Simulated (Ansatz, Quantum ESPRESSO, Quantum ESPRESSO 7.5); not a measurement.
## Al chain with one bond drawn out by 0.6 Å: ballistic transmission

Aim: the zero-bias transmission with pwcond for this junction: Al chain with one bond drawn out by 0.6 Å.

Main program and level: Quantum ESPRESSO 7.5; plane-wave DFT, PBE, GBRV ultrasoft pseudopotentials (cross-check by Ansatz 0.2.0 with PAW datasets).

## (1) The structure

The cell holds 12 atoms: 12 Al. Cell: a = 7.500 Å, b = 7.500 Å, c = 29.400 Å, α = 90.0°, β = 90.0°, γ = 90.0°. Regions: left lead, 6 atoms (6 Al); right lead, 6 atoms (6 Al). Vacuum lies along a and b. The structure is stacked along c, and the current runs across the ab planes.

Coordinates:

```cif
data_structure
_symmetry_space_group_name_H-M 'P 1'
_symmetry_Int_Tables_number 1
_cell_length_a 7.5000
_cell_length_b 7.5000
_cell_length_c 29.4000
_cell_angle_alpha 90.000
_cell_angle_beta 90.000
_cell_angle_gamma 90.000
_cell_volume 1653.75
loop_
_atom_site_label
_atom_site_type_symbol
_atom_site_fract_x
_atom_site_fract_y
_atom_site_fract_z
_atom_site_occupancy
Al1 Al 0.50000 0.50000 0.00000 1
Al2 Al 0.50000 0.50000 0.08163 1
Al3 Al 0.50000 0.50000 0.16327 1
Al4 Al 0.50000 0.50000 0.24490 1
Al5 Al 0.50000 0.50000 0.32653 1
Al6 Al 0.50000 0.50000 0.40816 1
Al7 Al 0.50000 0.50000 0.51020 1
Al8 Al 0.50000 0.50000 0.59184 1
Al9 Al 0.50000 0.50000 0.67347 1
Al10 Al 0.50000 0.50000 0.75510 1
Al11 Al 0.50000 0.50000 0.83673 1
Al12 Al 0.50000 0.50000 0.91837 1
```

## (2) Ground state

One periodic cell holds a stretch of lead, the junction and more lead; the atoms stay as built.

scf.in reads:

```
&control
  prefix = 'scf'
  outdir = './out'
  pseudo_dir = './pseudo'
  calculation = 'scf'
  tprnfor = .true.
/
&system
  ibrav = 0
  nat = 12
  ntyp = 1
  ecutwfc = 34
  ecutrho = 170
  occupations = 'smearing'
  smearing = 'mv'
  degauss = 0.01
/
&electrons
  conv_thr = 1e-07
  mixing_beta = 0.25
  electron_maxstep = 120
  mixing_mode = 'local-TF'
/
ATOMIC_SPECIES
  Al  26.9815  al_pbe_v1.uspp.F.UPF
CELL_PARAMETERS angstrom
  7.50000000000000 0.00000000000000 0.00000000000000
  0.00000000000000 7.50000000000000 0.00000000000000
  0.00000000000000 0.00000000000000 29.40000000000000
ATOMIC_POSITIONS crystal
  Al  0.500000000000 0.500000000000 0.000000000000
  Al  0.500000000000 0.500000000000 0.081632653061
  Al  0.500000000000 0.500000000000 0.163265306122
  Al  0.500000000000 0.500000000000 0.244897959184
  Al  0.500000000000 0.500000000000 0.326530612245
  Al  0.500000000000 0.500000000000 0.408163265306
  Al  0.500000000000 0.500000000000 0.510204081633
  Al  0.500000000000 0.500000000000 0.591836734694
  Al  0.500000000000 0.500000000000 0.673469387755
  Al  0.500000000000 0.500000000000 0.755102040816
  Al  0.500000000000 0.500000000000 0.836734693878
  Al  0.500000000000 0.500000000000 0.918367346939
K_POINTS automatic
  1 1 3 0 0 0
```

Run with:

```
OMP_NUM_THREADS=1 mpirun -n 2 pw.x -nk 1 -in scf.in > scf.out
```

Output:

```text
Program PWSCF v.7.5 starts
[citation notice left out]

     Parallel version (MPI & OpenMP), running on       2 processor cores
     Number of MPI processes:                 2
     Threads/MPI process:                     1

     MPI processes distributed on     1 nodes
[...]
Current dimensions of program PWSCF are:
     Max number of different atomic species (ntypx) = 10
     Max number of k-points (npk) =  40000
     Max angular momentum in pseudopotentials (lmaxx) =  4
     Message from routine setup:
     using ibrav=0 with symmetry is DISCOURAGED, use correct ibrav instead

     R & G space division:  proc/nbgrp/npool/nimage =       2
     Subspace diagonalization in iterative solution of the eigenvalue problem:
     a serial algorithm will be used

     Parallelization info
     --------------------
     sticks:   dense  smooth     PW     G-vecs:    dense   smooth      PW
     Min        1354    1088    276               208886   149488   19058
     Max        1355    1089    277               208909   149495   19069
     Sum        2709    2177    553               417795   298983   38127

     Using Slab Decomposition

     bravais-lattice index     =            0
     lattice parameter (alat)  =      14.1729  a.u.
     unit-cell volume          =   11160.0582 (a.u.)^3
     number of atoms/cell      =           12
     number of atomic types    =            1
     number of electrons       =        36.00
     number of Kohn-Sham states=           22
     kinetic-energy cutoff     =      34.0000  Ry
     charge density cutoff     =     170.0000  Ry
     scf convergence threshold =      1.0E-07
     mixing beta               =       0.2500
     number of iterations used =            8  local-TF  mixing
     Exchange-correlation= SLA  PW   PBE  PBE
                           (   1   4   3   4   0   0   0)

     celldm(1)=  14.172946  celldm(2)=   0.000000  celldm(3)=   0.000000
     celldm(4)=   0.000000  celldm(5)=   0.000000  celldm(6)=   0.000000

     crystal axes: (cart. coord. in units of alat)
               a(1) = (   1.000000   0.000000   0.000000 )
               a(2) = (   0.000000   1.000000   0.000000 )
               a(3) = (   0.000000   0.000000   3.920000 )

     reciprocal axes: (cart. coord. in units 2 pi/alat)
               b(1) = (  1.000000  0.000000  0.000000 )
               b(2) = (  0.000000  1.000000  0.000000 )
               b(3) = (  0.000000  0.000000  0.255102 )

     PseudoPot. # 1 for Al read from file:
     ./pseudo/al_pbe_v1.uspp.F.UPF
     Pseudo is Ultrasoft + core correction, Zval =  3.0
     Generated by new atomic code, or converted to UPF format
     Using radial grid of  893 points,  3 beta functions with:
                l(1) =   0
                l(2) =   1
                l(3) =   2
     Q(r) pseudized with  8 coefficients,  rinner =    0.900   0.900   0.900
                                                       0.900   0.900

     atomic species   valence    mass     pseudopotential
     Al                3.00    26.98150     Al( 1.00)

      8 Sym. Ops. (no inversion) found

   Cartesian axes

     site n.     atom                  positions (alat units)
         1        Al     tau(   1) = (   0.5000000   0.5000000   0.0000000  )
         2        Al     tau(   2) = (   0.5000000   0.5000000   0.3200000  )
         3        Al     tau(   3) = (   0.5000000   0.5000000   0.6400000  )
         4        Al     tau(   4) = (   0.5000000   0.5000000   0.9600000  )
         5        Al     tau(   5) = (   0.5000000   0.5000000   1.2800000  )
         6        Al     tau(   6) = (   0.5000000   0.5000000   1.6000000  )
         7        Al     tau(   7) = (   0.5000000   0.5000000   2.0000000  )
         8        Al     tau(   8) = (   0.5000000   0.5000000   2.3200000  )
         9        Al     tau(   9) = (   0.5000000   0.5000000   2.6400000  )
        10        Al     tau(  10) = (   0.5000000   0.5000000   2.9600000  )
        11        Al     tau(  11) = (   0.5000000   0.5000000   3.2800000  )
        12        Al     tau(  12) = (   0.5000000   0.5000000   3.6000000  )

     number of k points=     2  Marzari-Vanderbilt smearing, width (Ry)=  0.0100
                       cart. coord. in units 2pi/alat
        k(    1) = (   0.0000000   0.0000000   0.0000000), wk =   0.6666667
        k(    2) = (   0.0000000   0.0000000   0.0850340), wk =   1.3333333

     Dense  grid:   417795 G-vectors     FFT dimensions: (  60,  60, 240)

     Smooth grid:   298983 G-vectors     FFT dimensions: (  54,  54, 216)

     Estimated max dynamical RAM per process >     467.22 MB

     Estimated total dynamical RAM >     934.44 MB

     Initial potential from superposition of free atoms

     starting charge      35.9704, renormalised to      36.0000

     negative rho (up, down):  8.902E-07 0.000E+00
     Starting wfcs are   48 randomized atomic wfcs

     total cpu time spent up to now is        1.7 secs

     per-process dynamical memory:   132.6 Mb

     Self-consistent Calculation

     iteration #  1     ecut=    34.00 Ry     beta= 0.25
     Davidson diagonalization with overlap
     ethr =  1.00E-02,  avg # of iterations =  2.0

     total cpu time spent up to now is        4.8 secs

     total energy              =     -78.81565555 Ry
     estimated scf accuracy    <       0.79479820 Ry

     iteration #  2     ecut=    34.00 Ry     beta= 0.25
[...]
total energy              =     -78.74660271 Ry
     estimated scf accuracy    <       0.50008778 Ry

     iteration #  3     ecut=    34.00 Ry     beta= 0.25
[...]
negative rho (up, down):  4.484E-05 0.000E+00

[...]
total energy              =     -78.73842625 Ry
     estimated scf accuracy    <       0.10482335 Ry

     iteration #  4     ecut=    34.00 Ry     beta= 0.25
[...]
negative rho (up, down):  2.296E-04 0.000E+00

[...]
total energy              =     -78.75531841 Ry
     estimated scf accuracy    <       0.10365244 Ry

     iteration #  5     ecut=    34.00 Ry     beta= 0.25
[...]
negative rho (up, down):  8.968E-04 0.000E+00

[...]
total energy              =     -78.73602101 Ry
     estimated scf accuracy    <       0.14300411 Ry

     iteration #  6     ecut=    34.00 Ry     beta= 0.25
[...]
negative rho (up, down):  5.391E-04 0.000E+00

[...]
total energy              =     -78.73755378 Ry
     estimated scf accuracy    <       0.04321951 Ry

     iteration #  7     ecut=    34.00 Ry     beta= 0.25
[...]
negative rho (up, down):  5.205E-04 0.000E+00

[...]
total energy              =     -78.73784593 Ry
     estimated scf accuracy    <       0.01090638 Ry

     iteration #  8     ecut=    34.00 Ry     beta= 0.25
[...]
total energy              =     -78.73876026 Ry
     estimated scf accuracy    <       0.00546124 Ry

     iteration #  9     ecut=    34.00 Ry     beta= 0.25
[...]
total energy              =     -78.73842689 Ry
     estimated scf accuracy    <       0.00275379 Ry

     iteration # 10     ecut=    34.00 Ry     beta= 0.25
[...]
total energy              =     -78.73822209 Ry
     estimated scf accuracy    <       0.01887564 Ry

     iteration # 11     ecut=    34.00 Ry     beta= 0.25
[...]
negative rho (up, down):  1.645E-05 0.000E+00

[...]
total energy              =     -78.73806503 Ry
     estimated scf accuracy    <       0.00322026 Ry

     iteration # 12     ecut=    34.00 Ry     beta= 0.25
[...]
negative rho (up, down):  5.036E-08 0.000E+00

[...]
total energy              =     -78.73850866 Ry
     estimated scf accuracy    <       0.00220073 Ry

     iteration # 13     ecut=    34.00 Ry     beta= 0.25
[...]
negative rho (up, down):  4.184E-08 0.000E+00

[...]
total energy              =     -78.73858286 Ry
     estimated scf accuracy    <       0.00023447 Ry

     iteration # 14     ecut=    34.00 Ry     beta= 0.25
[...]
negative rho (up, down):  2.197E-07 0.000E+00

[...]
total energy              =     -78.73859022 Ry
     estimated scf accuracy    <       0.00012903 Ry

[...]
iteration # 18     ecut=    34.00 Ry     beta= 0.25
[...]
negative rho (up, down):  1.213E-05 0.000E+00

[...]
total energy              =     -78.73861528 Ry
     estimated scf accuracy    <       0.00000672 Ry

     iteration # 19     ecut=    34.00 Ry     beta= 0.25
[...]
negative rho (up, down):  9.490E-06 0.000E+00

[...]
total energy              =     -78.73861484 Ry
     estimated scf accuracy    <       0.00000700 Ry

     iteration # 20     ecut=    34.00 Ry     beta= 0.25
[...]
negative rho (up, down):  8.884E-06 0.000E+00

[...]
total energy              =     -78.73861465 Ry
     estimated scf accuracy    <       0.00000345 Ry

     iteration # 21     ecut=    34.00 Ry     beta= 0.25
[...]
negative rho (up, down):  7.239E-06 0.000E+00

[...]
total energy              =     -78.73861443 Ry
     estimated scf accuracy    <       0.00000114 Ry

     iteration # 22     ecut=    34.00 Ry     beta= 0.25
[...]
negative rho (up, down):  8.610E-06 0.000E+00

[...]
total energy              =     -78.73861477 Ry
     estimated scf accuracy    <       0.00000084 Ry

     iteration # 23     ecut=    34.00 Ry     beta= 0.25
[...]
negative rho (up, down):  8.806E-06 0.000E+00

[...]
total energy              =     -78.73861478 Ry
     estimated scf accuracy    <       0.00000047 Ry

     iteration # 24     ecut=    34.00 Ry     beta= 0.25
[...]
negative rho (up, down):  8.298E-06 0.000E+00

[...]
total energy              =     -78.73861473 Ry
     estimated scf accuracy    <       0.00000037 Ry

     iteration # 25     ecut=    34.00 Ry     beta= 0.25
[...]
negative rho (up, down):  7.913E-06 0.000E+00

[...]
End of self-consistent calculation

          k = 0.0000 0.0000 0.0000 ( 37359 PWs)   bands (ev):

    -8.9450  -8.8095  -8.7036  -8.3375  -8.1678  -7.5274  -7.2767  -6.3717
    -6.1266  -4.9607  -4.7929  -3.8371  -2.9066  -2.9066  -2.7645  -2.7645
    -2.7083  -2.7083  -2.3087  -2.3087  -2.1920  -2.1920

          k = 0.0000 0.0000 0.0850 ( 37415 PWs)   bands (ev):

    -8.9357  -8.8483  -8.6314  -8.4506  -8.0317  -7.6991  -7.0723  -6.6376
    -5.8215  -5.3355  -4.4136  -4.0126  -2.8930  -2.8930  -2.8239  -2.8239
    -2.6125  -2.6125  -2.4487  -2.4487  -2.0261  -2.0260

     the Fermi energy is    -2.5390 ev

!    total energy              =     -78.73861474 Ry
     estimated scf accuracy    <       0.00000007 Ry
     smearing contrib. (-TS)   =       0.00310884 Ry
     internal energy E=F+TS    =     -78.74172358 Ry

     The total energy is F=E-TS. E is the sum of the following terms:
     one-electron contribution =     -40.08775575 Ry
     hartree contribution      =      24.24928868 Ry
     xc contribution           =     -48.88285142 Ry
     ewald contribution        =     -14.02040509 Ry

     convergence has been achieved in  25 iterations

     negative rho (up, down):  7.913E-06 0.000E+00

     Forces acting on atoms (cartesian axes, Ry/au):

     atom    1 type  1   force =     0.00000000    0.00000000   -0.00086919
     atom    2 type  1   force =     0.00000000    0.00000000   -0.00132271
     atom    3 type  1   force =     0.00000000    0.00000000    0.00161163
     atom    4 type  1   force =     0.00000000    0.00000000    0.00582676
     atom    5 type  1   force =     0.00000000    0.00000000   -0.00825469
     atom    6 type  1   force =     0.00000000    0.00000000    0.07010030
     atom    7 type  1   force =     0.00000000    0.00000000   -0.07002612
     atom    8 type  1   force =     0.00000000    0.00000000    0.00825184
     atom    9 type  1   force =     0.00000000    0.00000000   -0.00585552
     atom   10 type  1   force =     0.00000000    0.00000000   -0.00162325
     atom   11 type  1   force =     0.00000000    0.00000000    0.00130562
     atom   12 type  1   force =     0.00000000    0.00000000    0.00085532

     Total force =     0.100162     Total SCF correction =     0.000193

[...]
=------------------------------------------------------------------------------=
   JOB DONE.
=------------------------------------------------------------------------------=
```

Run time: 68 s. Hardware: 2 MPI ranks of Arm Neoverse V2, shared host; peak memory 0.95 GiB.

This step gave:

| Item | Value |
| --- | --- |
| free energy | -1071.2934 eV |
| Fermi energy | -2.539 eV |

The program's own clock; routines nest. Time by routine:

```
   routine  wall time (s)  calls
     PWSCF          67.52      1
 electrons          64.92      1
   c_bands          26.58     25
   cegterg          25.63     50
     h_psi          21.69    163
      fftw          20.24   6298
  vloc_psi          17.84    163
   mix_rho           17.3     25
  sum_band          11.37     25
      ffts          10.68   2329
      newd           6.31     26
  v_of_rho           3.43     26
    calbec           2.76    221
add_vuspsi           1.92    163
```

The run needed 25 iterations to bring the estimated error under 1e-07 Ry; the largest force on any atom, held or free, is 1.80 eV/Å.

[end of part 1 of 4]

[Logs are printed without paths, hosts, clocks, repeated set-up lines and the standing remarks that a program may print on its own settings, such as how far it seeks lower states.]

[Hosts, paths, dates, database ids (printed as entryN), source tags and the programs' standing remarks are cut or masked in the printed files.]

[Maps of the electrostatic potential energy from Ansatz leave out the sawtooth potential of an applied field or a dipole correction, so their vacuum need not be flat; planar profiles and work functions include it.]
